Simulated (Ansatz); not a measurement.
## LuBPd3 (Pm-3m): Grüneisen parameters

Does LuBPd3 (Pm-3m) expand much on heating, by its phonons?

Program: Ansatz 0.2.0. Level of theory: DFT PBEsol, scalar-relativistic, plane waves, PAW; PAW set soft_1. Results are calculated unless marked as measured.

This is a report of a sequence of runs, with most program output left out.

## (1) Starting point

Symmetry: Pm-3m, No. 221, cubic system. The conventional cell has a = 4.227 Å, b = 4.227 Å, c = 4.227 Å, α = 90.00°, β = 90.00°, γ = 90.00°. Lu has 12 Pd at 2.99 Å nearest. Nearest to B lie 6 Pd at 2.11 Å. Nearest to Pd lie 2 B at 2.11 Å and 8 Pd at 2.99 Å and 4 Lu at 2.99 Å. Farther neighbours are not listed.

## (2) Response at finite wavevector

The cell comes from relaxations at this level that are not shown. Stability and thermal properties need the whole zone. Linear response on a 4×4×4 q mesh gives force constants as far as a supercell of that size would.

The input, input.yaml:

```yaml
crystal:
  lattice:
    - [4.2266727204, 0.0, 0.0]
    - [0.0, 4.2266727204, 0.0]
    - [0.0, 0.0, 4.2266727204]
  atoms:
    - { symbol: Lu, position: [0.0, 0.0, 0.0] }
    - { symbol: B, position: [0.5, 0.5, 0.5] }
    - { symbol: Pd, position: [0.0, 0.5, 0.5] }
    - { symbol: Pd, position: [0.5, 0.0, 0.5] }
    - { symbol: Pd, position: [0.5, 0.5, 0.0] }
kpoints:
  mp_grid: { grid: [8, 8, 8] }
hamiltonian:
  xc: pbesol
  pseudopotentials: { kind: paw, azcp: { folder: soft_1 }, xc_functional: pbe }
scf:
  occupations: { method: methfessel_paxton, width: 0.2 }
output:
  eigenvalues: true
phonons:
  method: dfpt
  qmesh: [4, 4, 4]
  temperatures: { t_max: 1000, t_step: 50 }
  qpath:
    path:
      - [[0.0, 0.0, 0.0], [0.0, 0.5, 0.0], [0.5, 0.5, 0.0], [0.0, 0.0, 0.0], [0.5, 0.5, 0.5], [0.0, 0.5, 0.0]]
      - [[0.5, 0.5, 0.5], [0.5, 0.5, 0.0]]
    npoints: 10
```

The run is started by

```console
ansatz run input.yaml --threads 4 --pin off --max-ram 10240MiB --backend cpu --events-out ev --progress --plain --runs-dir out
```

The job ended after 34 min (4 threads of Arm Neoverse V1, shared host; peak memory 4.4 GiB; 2.2 h of CPU time).

This step gave:

```yaml
volume_per_atom: 15.10 Å³
gap_on_the_k_mesh: 0 eV
sum_rule_residual_before_enforcement: 1.95e-5 eV/Å²
lowest_frequency_on_the_path: -51.63 cm⁻¹
point_group: m-3m
highest_frequency_on_the_path_or_at_a_solved_wavevector: 600.8 cm⁻¹
highest_optical_mode_at_the_zone_centre_no_lo_to_term: 492.2 cm⁻¹
lowest_optical_zone_centre_mode: 39.1 cm⁻¹
lowest_mode_on_the_q_mesh_acoustic_modes_at_gamma_apart: -51.19 cm⁻¹
```

Frequencies (cm⁻¹) solved at each irreducible wavevector; negative means imaginary. Frequencies by wavevector, by row:

```
q in reciprocal lattice units  star  mode 1  mode 2  mode 3  mode 4  mode 13  mode 14  mode 15
                        0 0 0     1       0       0       0    39.1    492.2    492.2    492.2
                     0 0 0.25     6    10.2    10.2    42.9    42.9    489.2    489.2    535.3
                     0 0 -0.5     3   -51.2   -51.2      40      40    486.9    486.9      581
                  0 0.25 0.25    12    -9.1    13.6    45.1    45.2    485.2      535    538.8
                  0 0.25 -0.5    12   -42.7   -20.9    38.5    49.3    482.5    540.3    587.2
                  0 -0.5 -0.5     3      25      25    28.8    28.8    477.6    592.8    592.8
               0.25 0.25 0.25     8   -16.4   -16.4    44.8    65.5    536.6    536.6    541.2
               0.25 0.25 -0.5    12   -30.5    38.1    48.5    48.9    537.7      545      591
               0.25 -0.5 -0.5     6    -3.2    -3.2    43.7    43.7    537.7    593.1    593.1
               -0.5 -0.5 -0.5     1    37.5    37.5    37.5    54.2    600.8    600.8    600.8
```

Symmetry leaves 10 wavevectors to solve. The lowest mode among them, the acoustic zeros apart, lies at q = (0, 0, -0.5) and is imaginary, 51.2i cm⁻¹, so the energy falls along it.

## (3) Relaxing at another volume, volume ratio 0.97

The volume is scaled by 0.97 and held; symmetry leaves nothing to relax, so this is a single point. The modes can then be followed against volume.

input.yaml, the sections that differ from step 2:

```yaml
crystal:
  lattice:
    - [4.1839761374, 0.0, 0.0]
    - [0.0, 4.1839761374, 0.0]
    - [0.0, 0.0, 4.1839761374]
  atoms:
    - { symbol: Lu, position: [0.0, 0.0, 0.0] }
    - { symbol: B, position: [0.5, 0.5, 0.5] }
    - { symbol: Pd, position: [0.0, 0.5, 0.5] }
    - { symbol: Pd, position: [0.5, 0.0, 0.5] }
    - { symbol: Pd, position: [0.5, 0.5, 0.0] }
output:
  forces: true
  stress: true
  eigenvalues: true
# kpoints, hamiltonian, scf: as in step 2
# phonons: removed
```

Elapsed: 3.4 s, on 4 threads; peak memory 0.45 GiB.

Numbers from this step:

- pressure: 5.472 GPa
- volume per atom: 14.65 Å³

The run ends at a pressure of 5.47 GPa.

## (4) Phonons at the other volume, volume ratio 0.97

The phonons are repeated at this volume on the same k and q meshes.

Edit input.yaml of step 3 so:

```diff
@@ -19,4 +19,11 @@
 output:
-  forces: true
-  stress: true
   eigenvalues: true
+phonons:
+  method: dfpt
+  qmesh: [4, 4, 4]
+  temperatures: { t_max: 1000, t_step: 50 }
+  qpath:
+    path:
+      - [[0.0, 0.0, 0.0], [0.0, 0.5, 0.0], [0.5, 0.5, 0.0], [0.0, 0.0, 0.0], [0.5, 0.5, 0.5], [0.0, 0.5, 0.0]]
+      - [[0.5, 0.5, 0.5], [0.5, 0.5, 0.0]]
+    npoints: 10
```

Elapsed: 36 min, on 4 threads; peak memory 4.3 GiB.

Numbers from this step:

```yaml
sum_rule_residual_before_enforcement: 3.97e-5 eV/Å²
lowest_frequency_on_the_path: -50.99 cm⁻¹
highest_frequency_on_the_path_or_at_a_solved_wavevector: 630 cm⁻¹
highest_optical_mode_at_the_zone_centre_no_lo_to_term: 526.5 cm⁻¹
lowest_optical_zone_centre_mode: 39.79 cm⁻¹
lowest_mode_on_the_q_mesh_acoustic_modes_at_gamma_apart: -50.03 cm⁻¹
```

Frequencies (cm⁻¹) solved at each irreducible wavevector; negative means imaginary. Frequencies by wavevector, by row:

```
q in reciprocal lattice units  star  mode 1  mode 2  mode 3  mode 4  mode 13  mode 14  mode 15
                        0 0 0     1       0       0       0    39.8    526.5    526.5    526.5
                     0 0 0.25     6    11.5    11.5    43.6    43.6    523.5    523.5    566.3
                     0 0 -0.5     3     -50     -50      40      40      521      521    608.9
                  0 0.25 0.25    12     7.5     9.4    46.2    52.2    519.4      566    569.8
                  0 0.25 -0.5    12     -39   -23.2    43.2    50.9    516.6    571.2    615.7
                  0 -0.5 -0.5     3    27.6    27.6    41.3    41.3    511.6    621.4    621.4
               0.25 0.25 0.25     8   -15.5   -15.5    48.9    73.6    567.6    567.6    572.3
               0.25 0.25 -0.5    12   -29.8    38.3    52.3    53.5    568.8    575.9    619.9
               0.25 -0.5 -0.5     6    -2.5    -2.5    48.1    48.1    569.3    622.2    622.2
               -0.5 -0.5 -0.5     1    40.6    40.6    40.6    53.9      630      630      630
```

The highest optical mode at the zone centre (no LO-TO term) is 526.5 cm⁻¹, +34.3 cm⁻¹ against the base run.

## (5) Relaxing at another volume, volume ratio 1.03

The volume is scaled by 1.03 and held; symmetry leaves nothing to relax, so this is a single point. The modes can then be followed against volume.

input.yaml, the sections that differ from step 4:

```yaml
crystal:
  lattice:
    - [4.268523687, 0.0, 0.0]
    - [0.0, 4.268523687, 0.0]
    - [0.0, 0.0, 4.268523687]
  atoms:
    - { symbol: Lu, position: [0.0, 0.0, 0.0] }
    - { symbol: B, position: [0.5, 0.5, 0.5] }
    - { symbol: Pd, position: [0.0, 0.5, 0.5] }
    - { symbol: Pd, position: [0.5, 0.0, 0.5] }
    - { symbol: Pd, position: [0.5, 0.5, 0.0] }
output:
  forces: true
  stress: true
  eigenvalues: true
  write_density: true
  write_potential: true
  elf: true
  volumetric_format: npy
# kpoints, hamiltonian, scf: as in step 4
# phonons: removed
```

The job ended after 4.6 s (4 threads; peak memory 0.47 GiB).

Numbers from this step:

| Item | Value |
| --- | --- |
| pressure | -4.614 GPa |
| volume per atom | 15.55 Å³ |

The run ends at a pressure of -4.61 GPa.

## (6) Phonons at the other volume, volume ratio 1.03

input.yaml, the sections that differ from step 5:

```yaml
output:
  eigenvalues: true
phonons:
  method: dfpt
  qmesh: [4, 4, 4]
  temperatures: { t_max: 1000, t_step: 50 }
  qpath:
    path:
      - [[0.0, 0.0, 0.0], [0.0, 0.5, 0.0], [0.5, 0.5, 0.0], [0.0, 0.0, 0.0], [0.5, 0.5, 0.5], [0.0, 0.5, 0.0]]
      - [[0.5, 0.5, 0.5], [0.5, 0.5, 0.0]]
    npoints: 10
# crystal, kpoints, hamiltonian, scf: as in step 5
```

It took 35 min on 4 threads; peak memory 4.4 GiB; 2.3 h of CPU time.

Numbers from this step:

```
sum-rule residual before enforcement                    : 2.51e-5 eV/Å²
lowest frequency on the path                            : -52.72 cm⁻¹
highest frequency on the path or at a solved wavevector : 572.9 cm⁻¹
highest optical mode at the zone centre (no LO-TO term) : 459 cm⁻¹
lowest optical zone-centre mode                         : 38.61 cm⁻¹
lowest mode on the q mesh (acoustic modes at Γ apart)   : -52.44 cm⁻¹
```

The highest optical mode at the zone centre (no LO-TO term) is 459.0 cm⁻¹, -33.2 cm⁻¹ against the base run.

## (7) Grüneisen parameters

The Grüneisen parameter of a mode is minus the logarithmic change of its frequency with volume, −d ln ω / d ln V; weighted by heat capacity it gives the expansion.

Numbers from this step:

```
bulk modulus : 168 GPa
```

The phonon branches at the labelled points (cm⁻¹):

```
    point  branch 1  branch 2  branch 3  branch 4  branch 12  branch 13  branch 14  branch 15
        Γ         0         0         0        39        108        492        492        492
  halfway        10        10        43        43        140        489        489        535
        X       -51       -51        40        40        178        487        487        581
  halfway       -43       -21        38        49        189        482        540        587
        M        25        25        29        29        210        478        593        593
  halfway        -9        14        45        45        158        485        535        539
        Γ         0         0         0        39        108        492        492        492
  halfway       -16       -16        45        66        173        537        537        541
        R        38        38        38        54        231        601        601        601
  halfway       -30        38        48        49        197        538        545        591
        X       -51       -51        40        40        178        487        487        581
jump to R        38        38        38        54        231        601        601        601
  halfway        -3        -3        44        44        216        538        593        593
        M        25        25        29        29        210        478        593        593
```

The same for volume x 0.97:

```
point  branch 1  branch 2  branch 3  branch 4  branch 12  branch 13  branch 14  branch 15
    Γ         0         0         0        40        117        526        526        526
    X       -50       -50        40        40        192        521        521        609
    M        28        28        41        41        225        512        621        621
    Γ         0         0         0        40        117        526        526        526
    R        41        41        41        54        247        630        630        630
    X       -50       -50        40        40        192        521        521        609
    R        41        41        41        54        247        630        630        630
    M        28        28        41        41        225        512        621        621
```

The same for volume x 1.03:

```
point  branch 1  branch 2  branch 3  branch 4  branch 12  branch 13  branch 14  branch 15
    Γ         0         0         0        39         98        459        459        459
    X       -52       -52        40        40        164        454        454        554
    M         8         8        22        22        195        445        565        565
    Γ         0         0         0        39         98        459        459        459
    R        34        34        34        54        216        573        573        573
    X       -52       -52        40        40        164        454        454        554
    R        34        34        34        54        216        573        573        573
    M         8         8        22        22        195        445        565        565
```

## (8) Summary of results

- bulk modulus: 168 GPa

What this shows: No expansion is given, because modes are imaginary at one volume or more. The highest optical mode at Γ goes from 526 to 459 cm⁻¹ as the cell grows, a Grüneisen parameter of 2.29. Branches are matched by rank, so values near crossings are rough. With no gap, or one that is small against the smearing, the frequencies hang on the k mesh and the smearing, most of all near Kohn anomalies. Spin-orbit coupling is left out, which can matter for the heavy elements here. The PAW files were made for PBE and serve the other functionals too.

[Logs are printed without paths, hosts, clocks, repeated set-up lines and the standing remarks that a program may print on its own settings, such as how far it seeks lower states.]

[Hosts, paths, dates, database ids (printed as entryN), source tags and the programs' standing remarks are cut or masked in the printed files.]
